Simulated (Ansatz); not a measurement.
# Random rock-salt alloy of TaC and ZrC (64 atoms): geometry optimisation

How does random rock-salt alloy of TaC and ZrC (64 atoms) relax, and what do bonds, charges and levels look like afterwards?

Method: Kohn-Sham DFT, RPBE, PAW (set soft_2), plane waves, in Ansatz 0.2.0.

**1. Starting point**

The cell holds 64 atoms: 9 Zr, 32 C and 23 Ta. Cell: a = 9.048 Å, b = 9.048 Å, c = 9.048 Å, α = 90.0°, β = 90.0°, γ = 90.0°. It derives from TaC (rock-salt) and ZrC, repeated 2×2×2. Rock-salt TaC, 2 x 2 x 2 conventional cells, 9 of 32 Ta sites given to Zr at random (x = 0.281), lattice by Vegard's rule (a = 4.524 Å); not relaxed, displaced by a Gaussian of 0.02 Å.

Limits known from the start: The host structure and its lattice constant were typed by rule, without a check against the phase diagram. The electron count is odd and the run has no spin polarisation. The levels lack spin–orbit coupling, which is large for the heavy elements here.

**2. Single point at the start**

A single point comes first, to see the forces before anything moves.

input.yaml reads:

```yaml
crystal:
  lattice:
    - [9.0482, 0.0, 0.0]
    - [0.0, 9.0482, 0.0]
    - [0.0, 0.0, 9.0482]
  atoms:
    - { symbol: Zr, position: [0.00134, 9.0e-05, 0.00377] }
    - { symbol: C, position: [0.25033, 0.0009, 0.99951] }
    - { symbol: Ta, position: [0.99948, 0.25122, 0.25265] }
    - { symbol: C, position: [0.24943, 0.24976, 0.2512] }
    - { symbol: Ta, position: [0.24758, 0.00516, 0.24704] }
    - { symbol: C, position: [0.00098, 0.00091, 0.25242] }
    - { symbol: Ta, position: [0.24957, 0.25051, 0.00356] }
    - { symbol: C, position: [0.00133, 0.25045, 0.00357] }
    - { symbol: Ta, position: [0.00259, 0.00062, 0.50278] }
    - { symbol: C, position: [0.24978, 0.0024, 0.49981] }
    - { symbol: Ta, position: [0.00255, 0.24906, 0.75096] }
    - { symbol: C, position: [0.25047, 0.24907, 0.74749] }
    - { symbol: Ta, position: [0.25076, 0.00118, 0.74705] }
    - { symbol: C, position: [0.0033, 0.99939, 0.7508] }
    - { symbol: Ta, position: [0.25158, 0.24928, 0.49971] }
    - { symbol: C, position: [0.00023, 0.25241, 0.4995] }
    - { symbol: Zr, position: [0.99952, 0.50353, 0.00169] }
    - { symbol: C, position: [0.25376, 0.50049, 0.99806] }
    - { symbol: Ta, position: [0.00023, 0.75091, 0.25025] }
    - { symbol: C, position: [0.24967, 0.75118, 0.24883] }
    - { symbol: Ta, position: [0.24722, 0.49976, 0.2476] }
    - { symbol: C, position: [0.99788, 0.49783, 0.25473] }
    - { symbol: Ta, position: [0.25534, 0.74862, 0.00149] }
    - { symbol: C, position: [0.99982, 0.74828, 0.0035] }
    - { symbol: Ta, position: [0.00213, 0.50161, 0.50039] }
    - { symbol: C, position: [0.24879, 0.49694, 0.49786] }
    - { symbol: Zr, position: [0.99941, 0.7488, 0.74947] }
    - { symbol: C, position: [0.25083, 0.75116, 0.75266] }
    - { symbol: Zr, position: [0.24905, 0.50183, 0.74789] }
    - { symbol: C, position: [0.00018, 0.50045, 0.74932] }
    - { symbol: Zr, position: [0.24955, 0.7505, 0.49707] }
    - { symbol: C, position: [0.00144, 0.74607, 0.49951] }
    - { symbol: Ta, position: [0.50381, 0.00208, 0.99948] }
    - { symbol: C, position: [0.75339, 0.00207, 0.99974] }
    - { symbol: Zr, position: [0.50261, 0.24763, 0.25537] }
    - { symbol: C, position: [0.74758, 0.25328, 0.25014] }
    - { symbol: Ta, position: [0.74751, 0.00106, 0.24754] }
    - { symbol: C, position: [0.49605, 0.99861, 0.25067] }
    - { symbol: Ta, position: [0.75335, 0.24821, 0.99708] }
    - { symbol: C, position: [0.50197, 0.24772, 0.00401] }
    - { symbol: Ta, position: [0.50317, 0.99809, 0.50074] }
    - { symbol: C, position: [0.74699, 0.00114, 0.49641] }
    - { symbol: Ta, position: [0.49799, 0.25112, 0.75478] }
    - { symbol: C, position: [0.75211, 0.24814, 0.74744] }
    - { symbol: Ta, position: [0.7508, 0.00101, 0.74793] }
    - { symbol: C, position: [0.4992, 0.9969, 0.75003] }
    - { symbol: Ta, position: [0.74732, 0.24982, 0.5014] }
    - { symbol: C, position: [0.49912, 0.24975, 0.49793] }
    - { symbol: Zr, position: [0.50225, 0.49924, 0.99868] }
    - { symbol: C, position: [0.75018, 0.50327, 0.9978] }
    - { symbol: Ta, position: [0.50169, 0.75135, 0.24511] }
    - { symbol: C, position: [0.75407, 0.75269, 0.24952] }
    - { symbol: Ta, position: [0.74994, 0.49873, 0.25144] }
    - { symbol: C, position: [0.50064, 0.49957, 0.25211] }
    - { symbol: Ta, position: [0.74901, 0.7483, 0.00054] }
    - { symbol: C, position: [0.50005, 0.74939, 0.99842] }
    - { symbol: Ta, position: [0.50334, 0.49882, 0.50068] }
    - { symbol: C, position: [0.74871, 0.50175, 0.49869] }
    - { symbol: Zr, position: [0.50001, 0.75011, 0.74992] }
    - { symbol: C, position: [0.74956, 0.75179, 0.7516] }
    - { symbol: Ta, position: [0.74611, 0.49789, 0.74599] }
    - { symbol: C, position: [0.49536, 0.49959, 0.74997] }
    - { symbol: Zr, position: [0.74835, 0.74649, 0.50434] }
    - { symbol: C, position: [0.50067, 0.75377, 0.50123] }
kpoints:
  mp_grid: { grid: [2, 2, 2] }
hamiltonian:
  xc: rpbe
scf:
  occupations: { method: fermi_dirac, width: 0.025 }
output:
  forces: true
  stress: true
  populations: intrinsic
  dos:
    method: { smearing: { sigma: 0.15 } }
    de: 0.1
    projected: { site_lists: { C: [C], Ta: [Ta], Zr: [Zr] } }
  eigenvalues: true
```

Run with:

```console
$ ansatz run input.yaml --threads 8 --pin off --max-ram 15872MiB --backend cpu --events-out ev --progress --plain --runs-dir out
```

Numbers of over 12 decimals in the logs are rounded to 6 here.

Log:

```text
Engine: ansatz 0.2.0, aarch64-unknown-linux-gnu
Pseudopotentials: kind: paw
Pseudopotential: Zr, paw, valence charge 12, recommended cutoff 420 eV (normal), Zr.paw.azcp
Pseudopotential: C, paw, valence charge 4, recommended cutoff 420 eV (normal), C.paw.azcp
Pseudopotential: Ta, paw, valence charge 13, recommended cutoff 420 eV (normal), Ta.paw.azcp
[... 5 lines on functional and potentials left out ...]
Crystal: 64 atoms, lattice volume = 740.775 Å³
Basis set: ecut = 420 eV, 14411 PW (Γ), exchange–correlation on 128×128×128 points (8 copies of the dense FFT grid, shifted against one another)
Bands: 332, of which v1, the nominal top of the filled ones, is band 268 counted from 1 (267 counted from 0)
Symmetry: 1 space group operations
Space group: P1 (ITA 1), of the structure as read, at distance tolerance 9.0e-5 Å
k-points: 8
[... 10 lines on functional and potentials left out ...]
Initial density: superposition of atomic densities (neutral atoms: chi_scale 0, normalization atom), corrected by the library's trained network
Initial wavefunctions: pseudopotential atomic-orbital guess
Functional: x = rpbe, c = pbe(β = 0.066725)
SCF iter   1: F=—  HF=-274556.190110 eV  |F-HF|=—  |Δ(HF+E_count)|=         —  Δρ=5.21e-3  dr2=9.57e-1  ethr=1.77e-3  ⟨swp⟩=5.8  Hψ=9588  notcnv=0  defer=325
preconditioner: auto → Kerker (q_TF=auto, 2.584 Å⁻¹)  [metal: Δε(μ)=0.013 eV  Ē_g=7.882 eV  σ=0.025 eV  W_gap=0.13  n_scr=202 (ndim 8)  ℏωp=22.8 eV  f_vac=0.000  D(μ)=60.34/eV (n_scr^D=738)]
SCF iter   2: F=—  HF=-274556.131112 eV  |F-HF|=—  |Δ(HF+E_count)|=   5.90e-2  Δρ=2.60e-3  dr2=1.72e-1  ethr=1.79e-4  ⟨swp⟩=1.0  Hψ=3056  notcnv=0  defer=349
SCF iter   3: F=—  HF=-274556.117711 eV  |F-HF|=—  |Δ(HF+E_count)|=   1.34e-2  Δρ=8.62e-4  dr2=1.65e-2  ethr=3.22e-5  ⟨swp⟩=2.0  Hψ=2439  notcnv=0  defer=373
SCF iter   4: F=—  HF=-274556.116282 eV  |F-HF|=—  |Δ(HF+E_count)|=   1.43e-3  Δρ=3.31e-4  dr2=1.29e-3  ethr=3.09e-6  ⟨swp⟩=2.0  Hψ=3075  notcnv=0  defer=373
SCF iter   5: F=—  HF=-274556.116096 eV  |F-HF|=—  |Δ(HF+E_count)|=   1.86e-4  Δρ=1.12e-4  dr2=1.36e-4  ethr=2.42e-7  ⟨swp⟩=2.0  Hψ=3376  notcnv=0  defer=373
SCF iter   6: F=—  HF=-274556.116074 eV  |F-HF|=—  |Δ(HF+E_count)|=   2.21e-5  Δρ=3.52e-5  dr2=1.57e-5  ethr=2.54e-8  ⟨swp⟩=2.0  Hψ=3258  notcnv=0  defer=373
SCF iter   7: F=—  HF=-274556.118239 eV  |F-HF|=—  |Δ(HF+E_count)|=   2.16e-3  Δρ=1.11e-5  dr2=1.12e-6  ethr=2.94e-9  ⟨swp⟩=2.1  Hψ=4372  notcnv=0  defer=394
SCF iter   8: F=-274556.118239 eV  HF=-274556.118239 eV  |F-HF|=3.34e-8  |Δ(HF+E_count)|=   1.13e-7  Δρ=2.76e-6  dr2=7.27e-8  ethr=1.87e-11  ⟨swp⟩=9.8  Hψ=11492  notcnv=0
SCF 1 converged in 8 iterations: F = -274556.118239 eV  dr2 = 7.27e-8
  greatest PAW one-centre occupation: 0.999 electrons in one spin orbital (limit 2), on the Ta atom at site 24 (counted from 0), in its partial waves of l = 0
SCF converged after 8 iterations
Free energy (F): -274556.118239 eV
Harris-Foulkes:  -274556.118239 eV  (|F-HF|=3.34e-8)
Internal energy: -274555.985711 eV  (E = F + TS)
E sigma→0 (E₀):  -274556.051975 eV
Entropy (-TS):   -0.132528 eV (-2.071 meV/atom)
Fermi energy:    18.532187 eV
--- Per-component energies (eV) ---
  E_band       = -1949.667753
  E_kinetic    = 14321.343981
  E_local      = -18210.941643  (includes V_loc(G=0)·N_el)
  E_nonlocal   = 1822.124390
  E_hartree    = 5994.350293
  E_xc         = -8083.954002
  E_vxc        = -8390.264727  (∫ρ·V_xc dr)
  E_paw        = -223245.186994  (= ΣΔE_a)
  E_vpaw       = -3480.634720  (= ΣTr[D̂ρ^β])
  E_aug_tail   = 0.003343  (compensation charges beyond the density's cutoff)
  E_ewald      = -47151.912361
  E_core_change = -1.812718  (= ΣΔE_core)
  E_smearing   = -0.132528  (= −TS)
  E_closure    = 0.000000  (closes the sum)
  Σ components = -274556.118239   (vs F -274556.118239, Δ=0.00e0)
--- Forces (eV/Å), atoms counted from 1 ---
  atom   1  Zr    -0.17650629    -0.11491544    -0.48192516
  atom   2  C      0.76248279    -0.03009735     0.04141541
  atom   3  Ta    -0.18920823    -0.05855716     0.11928412
  atom   4  C     -0.41774401     0.19227475     0.11209526
  atom   5  Ta     0.27356863    -0.50299452     0.38709243
  atom   6  C     -0.17136560    -0.02082476     0.44365151
  atom   7  Ta     0.16750488     0.00886429    -0.39001387
  atom   8  C     -0.04263410     0.04674767    -0.22020105
  atom   9  Ta    -0.45998609     0.26259928    -0.46968398
  atom  10  C      0.01390907     0.35656616    -0.02994892
  atom  11  Ta    -0.32243242     0.17162029    -0.45315770
  atom  12  C     -0.01546997    -0.61061239     0.15767011
  atom  13  Ta     0.09310504     0.07573961     0.58297769
  atom  14  C     -0.16619454     0.81833238    -0.56590491
[...]
atom  63  Zr     0.23568839     0.60133730    -1.08783499
  atom  64  C     -0.11205993    -0.32278887    -1.15743406
  max |Σ_I F_I| component: 1.52e-5 eV/Å
--- Stress (GPa, compression-positive) ---
        6.621631      -0.098538      -0.051725
       -0.098538       6.807504       0.068746
       -0.051725       0.068746       6.455376
  P = ⅓ Tr σ = 6.6282 GPa (66.282 kbar)
--- Band table (eV; the first three rows and the last of 8) ---
  k-point 0: bands = ["-50.1015", "-50.0990", "-50.0919", "-50.0903", [... 316 levels ...], "21.8508", "21.8623", "21.8730", "21.8821", "21.8855", "21.9317", "21.9613", "21.9814", "21.9948", "22.0332", "22.0403", "22.0954"]
[...]
--- intrinsic populations: 64 sites ---
  site symbol       q [e]
     0     Zr     11.3529
     1      C      4.8413
     2     Ta     12.1285
[...]
63      C      4.8021
  spilling = 0.000000 (of n_electrons = 535.000000)
```

Run time: 45 s. Hardware: 8 threads of Arm Neoverse V2, shared host; peak memory 8.3 GiB.

In the SCF lines HF is the Harris–Foulkes energy and dr2 the Hartree energy of the density residual, in eV; the loop may stop once dr2 is under the threshold and the program's other checks hold. Hψ counts applications of the Hamiltonian.

The run gave:

- free energy: -274556.1182 eV
- free energy per atom: -4289.9393 eV/atom
- SCF cycles: 8
- pressure: 6.628 GPa
- r.m.s. force component: 0.4459 eV/Å
- longest force: 1.645 eV/Å
- Fermi energy: 18.53 eV
- levels partly filled by over 2 per cent: 47

The r.m.s. force component of 0.45 eV/Å and the pressure of 6.6 GPa set the starting point.

Length of the force by element:

```
element  coordination  atoms  mean length of the force (eV/Å)  spread  least  most
      C           all     32                            0.819   0.350  0.229  1.64
     Ta           all     23                            0.548   0.213  0.191  1.03
     Zr           all      9                            0.674   0.284  0.302  1.27
```

**3. Relaxation**

The atoms are relaxed in the fixed cell, aiming at the force tolerance of the input.

input.yaml, the sections that differ from step 2:

```yaml
output:
  forces: true
relax:
  f_tol: 0.05
  max_steps: 107
# crystal, kpoints, hamiltonian, scf: as in step 2
```

Log:

```text
[...]
Crystal: 64 atoms, lattice volume = 740.775 Å³
Basis set: ecut = 420 eV, 14411 PW (Γ), exchange–correlation on 128×128×128 points (8 copies of the dense FFT grid, shifted against one another)
Bands: 332, of which v1, the nominal top of the filled ones, is band 268 counted from 1 (267 counted from 0)
Symmetry: 1 space group operations
[...]
k-points: 8
[...]
SCF iter   1: F=—  HF=-274556.190110 eV  |F-HF|=—  |Δ(HF+E_count)|=         —  Δρ=5.21e-3  dr2=9.57e-1  ethr=1.77e-3  ⟨swp⟩=5.8  Hψ=9588  notcnv=0  defer=325
[...]
SCF iter   6: F=-274556.118229 eV  HF=-274556.118240 eV  |F-HF|=1.13e-5  |Δ(HF+E_count)|=   9.31e-6  Δρ=3.54e-5  dr2=1.56e-5  ethr=1.17e-8  ⟨swp⟩=2.0  Hψ=8120  notcnv=0
SCF 1 converged in 6 iterations: F = -274556.118229 eV  dr2 = 1.56e-5
[...]
relax step   1: F+E_penalty+E_count = -274556.11822868 eV  Δ(F+E_penalty+E_count) = +0.000e0 eV  max|allowed force component| = 1.303e0 eV/Å  Δτ_max = 0.0000 Å  (6 SCF iters, dr2 threshold 6.25e-5 eV, accepted)
[...]
relax step   2: F+E_penalty+E_count = -274556.65647612 eV  Δ(F+E_penalty+E_count) = -5.382e-1 eV  max|allowed force component| = 8.561e-1 eV/Å  Δτ_max = 0.1571 Å  (6 SCF iters, dr2 threshold 1.00e-4 eV, accepted)
[...]
relax step   3: F+E_penalty+E_count = -274556.56245837 eV  Δ(F+E_penalty+E_count) = +9.402e-2 eV  max|allowed force component| = 1.461e0 eV/Å  Δτ_max = 0.1743 Å  (7 SCF iters, dr2 threshold 4.58e-5 eV, rejected (line search))
relax step   4: F+E_penalty+E_count = -274557.29778748 eV  Δ(F+E_penalty+E_count) = -6.413e-1 eV  max|allowed force component| = 1.985e-1 eV/Å  Δτ_max = 0.0849 Å  (9 SCF iters, accepted)
relax step   5: F+E_penalty+E_count = -274557.04482230 eV  Δ(F+E_penalty+E_count) = +2.530e-1 eV  max|allowed force component| = 1.562e0 eV/Å  Δτ_max = 0.1000 Å  (9 SCF iters, rejected (line search))
relax step   6: F+E_penalty+E_count = -274557.33050895 eV  Δ(F+E_penalty+E_count) = -3.272e-2 eV  max|allowed force component| = 1.302e-1 eV/Å  Δτ_max = 0.0262 Å  (8 SCF iters, accepted)
relax step   7: F+E_penalty+E_count = -274557.34236838 eV  Δ(F+E_penalty+E_count) = -1.186e-2 eV  max|allowed force component| = 3.077e-1 eV/Å  Δτ_max = 0.0450 Å  (8 SCF iters, accepted)
relax step   8: F+E_penalty+E_count = -274557.36385871 eV  Δ(F+E_penalty+E_count) = -2.149e-2 eV  max|allowed force component| = 1.135e-1 eV/Å  Δτ_max = 0.0276 Å  (5 SCF iters, dr2 threshold 4.07e-5 eV, accepted)
relax step   9: F+E_penalty+E_count = -274557.37467108 eV  Δ(F+E_penalty+E_count) = -1.081e-2 eV  max|allowed force component| = 2.132e-1 eV/Å  Δτ_max = 0.0523 Å  (8 SCF iters, accepted)
relax step  10: F+E_penalty+E_count = -274557.39565792 eV  Δ(F+E_penalty+E_count) = -2.099e-2 eV  max|allowed force component| = 1.200e-1 eV/Å  Δτ_max = 0.0224 Å  (6 SCF iters, dr2 threshold 6.18e-6 eV, accepted)
relax step  11: F+E_penalty+E_count = -274557.40416529 eV  Δ(F+E_penalty+E_count) = -8.507e-3 eV  max|allowed force component| = 9.484e-2 eV/Å  Δτ_max = 0.0128 Å  (6 SCF iters, dr2 threshold 4.56e-6 eV, accepted)
relax step  12: F+E_penalty+E_count = -274557.41049447 eV  Δ(F+E_penalty+E_count) = -6.329e-3 eV  max|allowed force component| = 9.738e-2 eV/Å  Δτ_max = 0.0229 Å  (6 SCF iters, dr2 threshold 2.85e-6 eV, accepted)
relax step  13: F+E_penalty+E_count = -274557.41682217 eV  Δ(F+E_penalty+E_count) = -6.328e-3 eV  max|allowed force component| = 6.507e-2 eV/Å  Δτ_max = 0.0093 Å  (5 SCF iters, dr2 threshold 5.93e-6 eV, accepted)
relax step  14: F+E_penalty+E_count = -274557.42233059 eV  Δ(F+E_penalty+E_count) = -5.508e-3 eV  max|allowed force component| = 5.999e-2 eV/Å  Δτ_max = 0.0153 Å  (8 SCF iters, accepted)
relax step  15: F+E_penalty+E_count = -274557.39963650 eV  Δ(F+E_penalty+E_count) = +2.269e-2 eV  max|allowed force component| = 2.542e-1 eV/Å  Δτ_max = 0.0275 Å  (8 SCF iters, rejected (line search))
[...]
relax step  16: F+E_penalty+E_count = -274557.42459648 eV  Δ(F+E_penalty+E_count) = -2.266e-3 eV  max|allowed force component| = 4.376e-2 eV/Å  Δτ_max = 0.0104 Å  (8 SCF iters, accepted)
SCF converged after 8 iterations
Free energy (F): -274557.424596 eV
[...]
Internal energy: -274557.365287 eV  (E = F + TS)
E sigma→0 (E₀):  -274557.394942 eV
Entropy (-TS):   -0.059310 eV (-0.927 meV/atom)
Fermi energy:    18.543819 eV
[...]
--- Forces (eV/Å), atoms counted from 1 ---
  atom   1  Zr     0.01866147    -0.01061033    -0.00236351
  atom   2  C      0.00658401     0.00595339    -0.01275235
  atom   3  Ta     0.02533359     0.00039540     0.01305956
  atom   4  C      0.00983350    -0.00958657    -0.00770751
  atom   5  Ta    -0.02909523     0.03049417    -0.01009238
  atom   6  C      0.00387464     0.01827905     0.01189419
  atom   7  Ta    -0.00351843     0.00552537     0.03811764
  atom   8  C      0.00079647     0.00925621     0.00874664
  atom   9  Ta     0.00260729     0.00299318    -0.01064304
  atom  10  C     -0.00379947     0.00646842     0.00022597
  atom  11  Ta    -0.01939684    -0.00872645     0.00085632
  atom  12  C     -0.00689659    -0.00314800     0.00018258
  atom  13  Ta     0.00000827    -0.01635269     0.01999398
  atom  14  C      0.01111631    -0.00106225     0.00963019
[...]
atom  63  Zr    -0.01770922    -0.01289246     0.00302168
  atom  64  C     -0.00651523    -0.00266027     0.01354393
  max |Σ_I F_I| component: 2.93e-5 eV/Å
--- Relaxed structure (16 steps of the walk, 13 accepted, 0 SCFs on fresh bases) ---
  F+E_penalty+E_count = -274557.42459648 eV   max|allowed force component| = 4.376e-2 eV/Å
  atoms:
    - { symbol: Zr, position: [0.0007797, 0.00123079, 0.00244935] }
    - { symbol: C, position: [0.254461, 9.066715082085767e-6, 0.999808] }
    - { symbol: Ta, position: [1.000938, 0.251661, 0.253256] }
    - { symbol: C, position: [0.248958, 0.249525, 0.250382] }
[...]
- { symbol: C, position: [0.500033, 0.752254, 0.495464] }
```

Elapsed: 4.9 min, on 8 threads; peak memory 8.4 GiB.

Step by step:

```csv
step,energy less that of the first step (eV),largest force component (eV/Å)
1,0.0000,1.3030
2,-0.5382,0.8561
3,-0.4442,1.4612
4,-1.1796,0.1985
5,-0.9266,1.5623
6,-1.2123,0.1302
7,-1.2241,0.3077
8,-1.2456,0.1135
9,-1.2564,0.2132
10,-1.2774,0.1200
11,-1.2859,0.0948
12,-1.2923,0.0974
13,-1.2986,0.0651
14,-1.3041,0.0600
15,-1.2814,0.2542
16,-1.3064,0.0438
```

Relaxation steps 3, 5, 15 were tried and not accepted.

The atoms that moved most (Å):

```csv
atom,dx,dy,dz,length
Ta11,-0.103,0.015,-0.047,0.115
Ta43,0.095,-0.007,-0.063,0.114
C62,0.077,-0.045,-0.030,0.094
Ta21,0.001,-0.078,0.034,0.086
C56,0.004,0.060,0.057,0.083
Ta61,0.041,-0.068,0.008,0.080
C40,-0.010,-0.026,-0.073,0.078
C36,0.072,-0.029,0.005,0.078
```

The relaxation changed the energy by -20.4 meV/atom, and atoms moved by 0.057 Å r.m.s., 0.12 Å at most.

(Part 1 of 2 ends here.)

[Logs are printed without paths, hosts, clocks, repeated set-up lines and the standing remarks that a program may print on its own settings, such as how far it seeks lower states.]

[Hosts, paths, dates, database ids (printed as entryN), source tags and the programs' standing remarks are cut or masked in the printed files.]
